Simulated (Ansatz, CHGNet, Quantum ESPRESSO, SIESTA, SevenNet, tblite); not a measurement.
## SIESTA on random fluorite-type alloy of CaF2 and CdF2 (96 atoms): settings against a plane-wave reference

How do the settings of SIESTA change the result for random fluorite-type alloy of CaF2 and CdF2 (96 atoms)? A plane-wave run serves as the yardstick.

Calculated with SIESTA 5.4.2; the method is named at each step.

### Step 1. Starting point

The cell holds 96 atoms: 28 Ca, 64 F and 4 Cd. Cell: a = 10.908 Å, b = 10.908 Å, c = 10.908 Å, α = 90.0°, β = 90.0°, γ = 90.0°. It derives from CaF2 (fluorite-type), repeated 2×2×2. Fluorite-type CaF2, 2 x 2 x 2 conventional cells, 4 of 32 Ca sites given to Cd at random (x = 0.125), lattice by Vegard's rule (a = 5.454 Å); every coordinate displaced by a Gaussian of 0.09 Å. Then every atom was moved at random, 0.03 Å r.m.s. a Cartesian component.

The yardstick, on the same geometry:

```
method                                           : Kohn-Sham DFT, PBE, PAW, plane waves (Ansatz 0.2.0); cutoff 420 eV, Γ point, fermi-dirac smearing of 0.05 eV; PAW set soft_2
r.m.s. force component                           : 0.7608 eV/Å
longest force                                    : 2.825 eV/Å
pressure                                         : 5.39 GPa
gap (highest filled to lowest empty level) : 4.523 eV
SCF cycles                                       : 8
time                                             : 26 s on 4 threads of Arm Neoverse V1, shared host
CPU time                                         : 97 s
```

### Step 2. PBE, DZP, shift 0.01 Ry, mesh 500 Ry

Method: Kohn-Sham DFT, PBE, PseudoDojo 0.4.1 norm-conserving pseudopotentials (converted to PSML), numerical atomic orbitals (DZP), diagonalisation.

The .psml files are PseudoDojo norm-conserving potentials that we converted to this format, checked against plane waves on the same files for H, C, O, Si, Ge and Ca alone.

input.fdf reads:

```
SystemLabel cell
NumberOfAtoms 96
NumberOfSpecies 3
%block ChemicalSpeciesLabel
  1 20 Ca
  2 9 F
  3 48 Cd
%endblock ChemicalSpeciesLabel
LatticeConstant 1.0 Ang
%block LatticeVectors
  10.90780 0.00000 0.00000
  0.00000 10.90780 0.00000
  0.00000 0.00000 10.90780
%endblock LatticeVectors
PAO.BasisSize DZP
PAO.EnergyShift 0.01 Ry
XC.Functional GGA
XC.Authors PBE
MeshCutoff 500 Ry
%block kgrid_Monkhorst_Pack
  1 0 0 0.0
  0 1 0 0.0
  0 0 1 0.0
%endblock kgrid_Monkhorst_Pack
SolutionMethod diagon
OccupationFunction FD
ElectronicTemperature 580 K
SCF.Mixer.Method Pulay
SCF.Mixer.Weight 0.15
SCF.Mixer.History 8
SCF.Mix Hamiltonian
MaxSCFIterations 300
SCF.DM.Tolerance 1e-04
SCF.H.Tolerance 1.0e-3 eV
WriteForces T
Write.HirshfeldPop T
Write.VoronoiPop T
Write.DM F
Write.H F
XML.Write F
AtomicCoordinatesFormat Fractional
%block AtomicCoordinatesAndAtomicSpecies
  0.99445 0.99171 0.99445 1
  0.12252 0.12466 0.12029 2
  0.36635 0.37507 0.37234 2
  0.98474 0.24041 0.23388 1
  0.14252 0.37812 0.38060 2
  0.36149 0.12541 0.14637 2
  0.24877 0.00124 0.24025 1
  0.38982 0.12706 0.36731 2
  0.11775 0.38834 0.13411 2
  0.25464 0.24808 0.99051 1
  0.36659 0.36339 0.12166 2
  0.10813 0.11262 0.38227 2
  0.00649 0.01050 0.49621 1
  0.12786 0.12431 0.62564 2
  0.36182 0.36463 0.88142 2
  0.00772 0.23738 0.76694 1
  0.11141 0.36815 0.87588 2
  0.37009 0.11651 0.62614 2
  0.25259 0.00516 0.75344 1
  0.38234 0.12006 0.88163 2
  0.13571 0.37766 0.62001 2
  0.24625 0.25584 0.50182 1
  0.37185 0.37538 0.62480 2
  0.12694 0.11599 0.89352 2
  0.99943 0.50100 0.99904 1
  0.13602 0.62783 0.12089 2
  0.36590 0.88083 0.38300 2
  0.00343 0.74468 0.26180 1
  0.12193 0.87538 0.35665 2
  0.36045 0.61286 0.12380 2
  0.24549 0.50102 0.24733 1
  0.36738 0.62626 0.38134 2
  0.12626 0.88823 0.11878 2
  0.25212 0.75359 0.00504 1
  0.37195 0.86964 0.11742 2
  0.11561 0.64836 0.37618 2
  0.00343 0.49487 0.49468 3
  0.12920 0.62142 0.62181 2
  0.37570 0.85861 0.87839 2
  0.99393 0.74163 0.75652 3
  0.13032 0.87806 0.86083 2
  0.38656 0.63727 0.61647 2
  0.24468 0.50259 0.74365 1
  0.37462 0.63522 0.87107 2
  0.13567 0.88709 0.61577 2
  0.25353 0.75446 0.49345 1
  0.37596 0.88347 0.63317 2
  0.11768 0.61129 0.87263 2
  0.49910 0.00369 0.99911 1
  0.62028 0.12279 0.13017 2
  0.86859 0.40072 0.37296 2
  0.49945 0.24218 0.25056 1
  0.61934 0.37111 0.37612 2
  0.87481 0.12366 0.13392 2
  0.74346 0.99688 0.24117 1
  0.86203 0.12246 0.37906 2
[... 36 atom lines left out ...]
  0.62510 0.88896 0.61267 2
  0.75007 0.75156 0.48819 1
  0.87307 0.87166 0.62500 2
  0.62677 0.61851 0.87744 2
%endblock AtomicCoordinatesAndAtomicSpecies
```

Started as:

```sh
OMP_NUM_THREADS=1 mpirun -np 2 siesta < input.fdf > output.txt
```

Output:

```text
Version         : 5.4.2
reinit: System Name:
reinit: System Label: cell
initatom: Reading input for the pseudopotentials and atomic orbitals ----------
Species number:   1 Atomic number:   20 Label: Ca
Species number:   2 Atomic number:    9 Label: F
Species number:   3 Atomic number:   48 Label: Cd
Ground state valence configuration (from tables):   4s02  4p00  3d00  4f00
Ground state valence configuration (from tables):   2s02  2p05  3d00  4f00
Ground state valence configuration (from tables):   5s02  5p00  4d10  4f00
---- Processing specs for species: Ca
GGA--PBE XC_GGA_X_PBE--XC_GGA_C_PBE pb
Semicore shell(s) with  8 electrons included in the valence for Ca
---- Processing specs for species: F
GGA--PBE XC_GGA_X_PBE--XC_GGA_C_PBE pb
---- Processing specs for species: Cd
GGA--PBE XC_GGA_X_PBE--XC_GGA_C_PBE pb
Semicore shell(s) with  8 electrons included in the valence for Cd
Semicore shell(s): 3s 3p
Fallback to non-perturbative polarization scheme for Ca
Please see the manual if this is not desired in principle
Semicore shell(s): 4s 4p
Fallback to non-perturbative polarization scheme for Cd
Please see the manual if this is not desired in principle
F pseudopotential only contains V_ls up to l=2 -- lmxkb reset.
Cd pseudopotential only contains V_ls up to l=2 -- lmxkb reset.
Using PAO.SplitTailNorm
%block ChemicalSpeciesLabel
    1   20 Ca                      # Species index, atomic number, species label
    2    9 F                       # Species index, atomic number, species label
    3   48 Cd                      # Species index, atomic number, species label
%endblock ChemicalSpeciesLabel
%block PAO.Basis                 # Define Basis set
Ca                    4                    # Species label, number of l-shells
 n=3   0   1                         # n, l, Nzeta
   3.189
   1.000
 n=4   0   2                         # n, l, Nzeta
   8.412      6.393
   1.000      1.000
 n=3   1   1                         # n, l, Nzeta
   3.626
[...]
F                     2                    # Species label, number of l-shells
[...]
3.215      2.050
[...]
n=2   1   2 P   1                   # n, l, Nzeta, Polarization, NzetaPol
[...]
Cd                    5                    # Species label, number of l-shells
[...]
n=5   1   1                         # n, l, Nzeta
   6.588
   1.000
 n=4   2   2                         # n, l, Nzeta
   3.960      2.575
   1.000      1.000
%endblock PAO.Basis
coor:   Atomic-coordinates input format  =     Fractional
siesta: System type = bulk
initatomlists: Number of atoms, orbitals, and projectors:     96  1160  1408
siesta: ******************** Simulation parameters ****************************
Total number of electrons:   808.000000
Total ionic charge:   808.000000
 Kpoints in:            1 . Kpoints trimmed:            1
siesta: k-grid: Number of k-points = 1
siesta: k-points from Monkhorst-Pack grid
siesta: k-cutoff (effective) =     5.454 Ang
siesta: k-point supercell and displacements
siesta: k-grid:     1     0     0      0.000
siesta: k-grid:     0     1     0      0.000
siesta: k-grid:     0     0     1      0.000
                     ====================================
                        Single-point calculation
                     ====================================
outcell: Unit cell vectors (Ang):
       10.907800    0.000000    0.000000
        0.000000   10.907800    0.000000
        0.000000    0.000000   10.907800
outcell: Cell vector modules (Ang)   :   10.907800   10.907800   10.907800
outcell: Cell angles (23,13,12) (deg):     90.0000     90.0000     90.0000
outcell: Cell volume (Ang**3)        :   1297.8111
Gamma-point calculation with interaction between periodic images
Gamma-point calculation with interaction between periodic images
Some features might not work optimally:
Some features might not work optimally:
e.g. DM initialization from atomic data
e.g. DM initialization from atomic data
new_DM -- step:     1
Initializing Density Matrix...
Attempting to read DM from file... Failed...
DM filled with atomic data:
InitMesh: MESH = 150 x 150 x 150 = 3375000
InitMesh: Mesh cutoff (required, used) =   500.000   522.649 Ry
stepf: Fermi-Dirac step function
        iscf     Eharris(eV)        E_KS(eV)     FreeEng(eV)     dDmax    Ef(eV) dHmax(eV)
   scf:    1   -91549.443104   -91584.986881   -91584.986881  1.545238 -4.867722 16.060093
   scf:    2   -91629.411798   -91608.692962   -91608.692962  0.172805 -6.160370 10.481047
   scf:    3   -91631.302565   -91625.557237   -91625.557237  0.305605 -5.620961  0.907349
[...]
scf:   10   -91625.978696   -91625.978692   -91625.978692  0.000360 -5.616947  0.001810
   scf:   11   -91625.978692   -91625.978692   -91625.978692  0.000048 -5.617287  0.000968
SCF Convergence by DM+H criterion
max |DM_out - DM_in|         :     0.0000478323
max |H_out - H_in|      (eV) :     0.0009679257
SCF cycle converged after 11 iterations
Using DM_out to compute the final energy and forces
siesta: E_KS(eV) =           -91625.9787
siesta: E_KS - E_eggbox =    -91625.9787
siesta: Atomic forces (eV/Ang):
     1    1.006063    0.507171    0.262822
     2   -0.298626    0.429030    0.240090
     3    1.023738   -0.059835    0.246442
[...]
95    0.349823   -0.088863    0.530174
    96   -0.264558    0.731306   -0.061438
----------------------------------------
   Tot    0.007680    0.000521    0.013652
----------------------------------------
   Max    2.921196
   Res    1.044223    sqrt( Sum f_i^2 / 3N )
----------------------------------------
   Max    2.921196    constrained
Stress tensor Voigt[x,y,z,yz,xz,xy] (kbar):      -64.56      -65.15      -61.64       10.14        4.57       -9.45
(Free)E + p*V (eV/cell)   -91574.3115
Target enthalpy (eV/cell)   -91625.9787
siesta: Program's energy decomposition (eV):
siesta: Ebs     =    -17645.980278
siesta: Eions   =    143914.652183
siesta: Ena     =     26132.120601
siesta: Ekin    =     45416.120400
siesta: Enl     =     -1657.894106
siesta: DEna    =       382.313143
siesta: DUscf   =        30.599392
siesta: Ex      =    -16957.575108
siesta: Ec      =     -1057.010831
siesta: Exc     =    -18014.585940
siesta: Eharris =    -91625.978692
siesta: Etot    =    -91625.978692
siesta: FreeEng =    -91625.978692
siesta: Final energy (eV):
siesta:  Band Struct. =  -17645.980278
siesta:       Kinetic =   45416.120400
siesta:       Hartree =   26185.454088
siesta:         Exch. =  -16957.575108
siesta:         Corr. =   -1057.010831
siesta:   Exch.-corr. =  -18014.585940
siesta:  Ion-electron =  -96861.623191
siesta:       Ion-ion =  -48351.344049
siesta:         Total =  -91625.978692
siesta:         Fermi =      -5.617287
siesta: Stress tensor (static) (eV/Ang**3):
siesta:    -0.040295   -0.005899    0.002855
siesta:    -0.005899   -0.040665    0.006332
siesta:     0.002855    0.006332   -0.038472
siesta: Cell volume =       1297.811144 Ang**3
siesta: Pressure (static):
siesta:                Solid            Molecule  Units
siesta:           0.00043360          0.00022572  Ry/Bohr**3
siesta:           0.03981102          0.02072489  eV/Ang**3
siesta:          63.78428343         33.20492914  kBar
    Orbital volume contribution        =          44.553430 eV
    (Free)E + p_basis*V_orbitals       =      -91581.425262 eV
    (Free)Eharris+ p_basis*V_orbitals  =      -91581.425262 eV
Hirshfeld Atomic Populations:
Atom #   charge [q] valence [e]  Species
     1     0.421038    9.578962  Ca
     2    -0.233856    7.233856  F
     3    -0.236633    7.236633  F
     4     0.485315    9.514685  Ca
     5    -0.239082    7.239082  F
[...]
7     0.444095    9.555905  Ca
[...]
37     0.711495   19.288505  Cd
[...]
40     0.698268   19.301732  Cd
[...]
73     0.742872   19.257128  Cd
[...]
--------------------
 Total    -0.000051
Voronoi Atomic Populations:
Atom #   charge [q] valence [e]  Species
[...]
73     0.750828   19.249172  Cd
[...]
82     0.707071   19.292929  Cd
[...]
91     0.310580    9.689420  Ca
[...]
94     0.251320    9.748680  Ca
    95    -0.209275    7.209275  F
    96    -0.169919    7.169919  F
--------------------
 Total    -0.000051
```

The job ended after 2.1 min (2 MPI ranks of Arm Neoverse V1, shared host; peak memory 1.9 GiB).

Banners, paths, timers and routine set-up lines are dropped from the logs unmarked, and long logs keep their key lines alone; longer cuts are marked.

Against the reference:

```
r.m.s. force component                           : 1.044 eV/Å
r.m.s. difference of force components            : 318.6 meV/Å
longest difference of force vectors              : 1401 meV/Å
force difference over r.m.s. force               : 41.88 %
slope of forces against the reference's          : 1.354
correlation of force components                  : 0.9867
gap (highest filled to lowest empty level) : 4.297 eV
gap difference                                   : -0.2263 eV
pressure                                         : 6.378 GPa
pressure difference                              : 0.988 GPa
```

This run lies far from the reference in forces at the same functional.

Length of the force difference by element (eV/Å):

```csv
element,atoms,mean,most
Ca,28,0.70,1.4
Cd,4,0.25,0.35
F,64,0.38,1.2
```

Levels nearest the highest filled one (eV from it): -0.52, -0.49, -0.46, -0.41, -0.36, -0.34, -0.32, -0.31, -0.29, -0.25, -0.02, 0.00, 4.30, 5.31, 5.58, 6.23, 6.76, 7.38, 7.57, 7.73, 7.90, 8.24, 8.38, 8.44.

The surroundings of F45, which has 3 bonded neighbours where the commonest count for F is 4, nearest first, numbered as they follow in the input and with coordinates relative to it.

```csv
atom,x,y,z,distance (Å),bonds,Hirshfeld charge (e),Fx,Fy,Fz (eV/Å)
F45,0.00,0.00,0.00,0.00,3,-0.26,-0.39,-0.49,0.06
Ca13,-1.41,1.35,-1.30,2.34,8,0.43,-2.40,-2.92,1.84
Ca46,1.29,-1.45,-1.33,2.35,8,0.41,-0.86,0.12,1.08
Ca19,1.28,1.29,1.50,2.35,8,0.44,-0.44,-0.77,-0.25
F14,-0.09,2.59,0.11,2.59,4,-0.22,-0.04,0.65,0.62
F47,2.62,-0.04,0.19,2.63,4,-0.23,-0.08,-0.21,-0.12
F41,-0.06,-0.10,2.67,2.68,4,-0.24,-0.25,-0.67,0.57
Cd40,-1.55,-1.59,1.54,2.70,7,0.70,1.34,-0.34,-2.23
F29,-0.15,-0.13,-2.83,2.83,4,-0.24,0.49,0.73,0.78
F95,-2.86,-0.17,0.10,2.87,4,-0.24,0.35,-0.09,0.53
F38,-0.07,-2.90,0.07,2.90,4,-0.25,-0.51,0.52,-0.06
```

Forces lie 42 % from the reference's, at 2.6 times its CPU time (on 2 against 4 cores).

### Step 3. PBE, SZ, shift 0.01 Ry, mesh 500 Ry

Method: Kohn-Sham DFT, PBE, PseudoDojo 0.4.1 norm-conserving pseudopotentials (converted to PSML), numerical atomic orbitals (SZ), diagonalisation.

Changes to input.fdf since step 2:

```diff
@@ -14,3 +14,3 @@
 %endblock LatticeVectors
-PAO.BasisSize DZP
+PAO.BasisSize SZ
 PAO.EnergyShift 0.01 Ry
```

Started as:

```sh
OMP_NUM_THREADS=1 siesta < input.fdf > output.txt
```

Output:

```text
Version         : 5.4.2
reinit: System Name:
reinit: System Label: cell
initatom: Reading input for the pseudopotentials and atomic orbitals ----------
Species number:   1 Atomic number:   20 Label: Ca
Species number:   2 Atomic number:    9 Label: F
Species number:   3 Atomic number:   48 Label: Cd
Ground state valence configuration (from tables):   4s02  4p00  3d00  4f00
Ground state valence configuration (from tables):   2s02  2p05  3d00  4f00
Ground state valence configuration (from tables):   5s02  5p00  4d10  4f00
---- Processing specs for species: Ca
GGA--PBE XC_GGA_X_PBE--XC_GGA_C_PBE pb
Semicore shell(s) with  8 electrons included in the valence for Ca
---- Processing specs for species: F
GGA--PBE XC_GGA_X_PBE--XC_GGA_C_PBE pb
---- Processing specs for species: Cd
[... lines left out ...]
stepf: Fermi-Dirac step function
        iscf     Eharris(eV)        E_KS(eV)     FreeEng(eV)     dDmax    Ef(eV) dHmax(eV)
[... lines left out ...]
SCF Convergence by DM+H criterion
[... lines left out ...]
SCF cycle converged after 12 iterations
[... lines left out ...]
   Max    3.151364
[... lines left out ...]
   Max    3.151364    constrained
Stress tensor Voigt[x,y,z,yz,xz,xy] (kbar):        0.83        0.03        3.65       10.95        5.10       -9.64
[... lines left out ...]
siesta: FreeEng =    -91419.130182
[... lines left out ...]
siesta:  Band Struct. =  -15430.430330
siesta:       Kinetic =   48309.408375
siesta:       Hartree =   28319.936400
siesta:         Exch. =  -17464.700033
siesta:         Corr. =   -1064.269976
siesta:   Exch.-corr. =  -18528.970009
siesta:  Ion-electron = -101168.160898
siesta:       Ion-ion =  -48351.344050
siesta:         Total =  -91419.130182
siesta:         Fermi =      -2.816218
siesta: Stress tensor (static) (eV/Ang**3):
siesta:     0.000517   -0.006020    0.003181
siesta:    -0.006020    0.000019    0.006837
siesta:     0.003181    0.006837    0.002279
siesta: Cell volume =       1297.811144 Ang**3
siesta: Pressure (static):
siesta:                Solid            Molecule  Units
siesta:          -0.00001022         -0.00023124  Ry/Bohr**3
siesta:          -0.00093815         -0.02123180  eV/Ang**3
siesta:          -1.50308406        -34.01710042  kBar
    Orbital volume contribution        =          20.487118 eV
    (Free)E + p_basis*V_orbitals       =      -91398.643064 eV
    (Free)Eharris+ p_basis*V_orbitals  =      -91398.643064 eV
Hirshfeld Atomic Populations:
Atom #   charge [q] valence [e]  Species
     1     0.699940    9.300060  Ca
     2    -0.361214    7.361214  F
     3    -0.363503    7.363503  F
     4     0.750728    9.249272  Ca
     5    -0.370531    7.370531  F
[...]
7     0.721811    9.278189  Ca
[...]
37     0.861367   19.138633  Cd
[...]
40     0.853270   19.146730  Cd
[...]
73     0.862866   19.137134  Cd
[...]
--------------------
 Total    -0.000011
Voronoi Atomic Populations:
Atom #   charge [q] valence [e]  Species
[...]
73     0.681168   19.318832  Cd
[...]
82     0.664001   19.335999  Cd
[...]
91     0.330533    9.669467  Ca
[...]
94     0.287936    9.712064  Ca
    95    -0.208316    7.208316  F
    96    -0.188198    7.188198  F
--------------------
 Total    -0.000011
```

The job ended after 91 s (1 thread; peak memory 0.84 GiB).

Against the reference:

```
r.m.s. force component                           : 1.07 eV/Å
r.m.s. difference of force components            : 351.6 meV/Å
longest difference of force vectors              : 1611 meV/Å
force difference over r.m.s. force               : 46.21 %
slope of forces against the reference's          : 1.382
correlation of force components                  : 0.9827
gap (highest filled to lowest empty level) : 2.129 eV
gap difference                                   : -2.395 eV
pressure                                         : -0.1503 GPa
pressure difference                              : -5.541 GPa
```

This is a coarse setting, run to see what it loses.

Against the first run (42 %), the force difference from the reference is 46 %, at 0.36 times the CPU time (on 1 against 2 cores), with 436 basis functions against 1160: the smaller basis costs accuracy.

[end of part 1 of 2]

[Also dropped from logs without a mark: logging warnings of Python, and SIESTA's first energy breakdown and zero terms.]

[Logs are printed without paths, hosts, clocks, repeated set-up lines and the standing remarks that a program may print on its own settings, such as how far it seeks lower states.]

[Hosts, paths, dates, database ids (printed as entryN), source tags and the programs' standing remarks are cut or masked in the printed files.]
